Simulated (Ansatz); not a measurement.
Planning a run of Ansatz 0.2.0 on BaSrYSbO6 (I-4m2). The input:

```yaml
crystal:
  lattice:
    - [0.0, 4.2114390995, 4.23260211]
    - [4.2114390995, 0.0, 4.23260211]
    - [4.2114390995, 4.2114390995, 0.0]
  atoms:
    - { symbol: Ba, position: [0.25, 0.25, 0.25] }
    - { symbol: Sr, position: [0.75, 0.75, 0.75] }
    - { symbol: "Y", position: [0.5, 0.5, 0.5] }
    - { symbol: Sb, position: [0.0, 0.0, 0.0] }
    - { symbol: O, position: [0.7624493292, 0.2375506708, 0.2375506708] }
    - { symbol: O, position: [0.2375506708, 0.7624493292, 0.7624493292] }
    - { symbol: O, position: [0.7626212232, 0.7626212232, 0.2373787768] }
    - { symbol: O, position: [0.2373787768, 0.2373787768, 0.7626212232] }
    - { symbol: O, position: [0.2375506708, 0.7624493292, 0.2375506708] }
    - { symbol: O, position: [0.7624493292, 0.2375506708, 0.7624493292] }
kpoints:
  mp_grid: { grid: [4, 4, 4] }
  band_path:
    path:
      - [0.0, 0.0, 0.0]
      - [-0.5, -0.5, 0.0]
      - [-0.375, -0.375, 0.25]
      - [-0.375, 0.0, 0.375]
      - [0.0, 0.0, 0.5]
      - [-0.5, -0.25, 0.25]
    npoints: 1
hamiltonian:
  xc: hse06
  pseudopotentials: { kind: paw, azcp: { folder: soft_1 } }
scf:
  occupations: { method: fixed }
  n_extra_bands: 7
output:
  eigenvalues: true
```

```sh
ansatz run input.yaml --threads 2 --pin off --max-ram 92160MiB --backend cuda --events-out ev --progress --plain --runs-dir out --devices 1 --max-vram 13GiB
```

How long will it take on 1 × NVIDIA H100 80GB HBM3 (shared by 6 runs) with 2 threads of AMD EPYC 7R13 (Zen 3), shared host, and how much memory?

It took 44 s; on shared hardware allow 22 s to 88 s. Peak host memory was 1.4 GiB. The sizes that set the cost: 2899 plane waves a state, 13 irreducible k points and 17 SCF cycles.

Exact exchange couples every pair of k points and filled bands, so it costs far more than a semilocal run.

[Paths, hosts, dates, memory and timing lines, banners, echoed tables and standing remarks are left out of the program output.]

[Logs are printed without paths, hosts, clocks, repeated set-up lines and the standing remarks that a program may print on its own settings, such as how far it seeks lower states.]

[Runs of the session that timed out or met a known fault of the program may be left out.]

[Cells called generated may have been cut or substituted from an entry of the Crystallography Open Database or the Materials Project.]

[Hosts, paths, dates, database ids (printed as entryN), source tags and the programs' standing remarks are cut or masked in the printed files.]
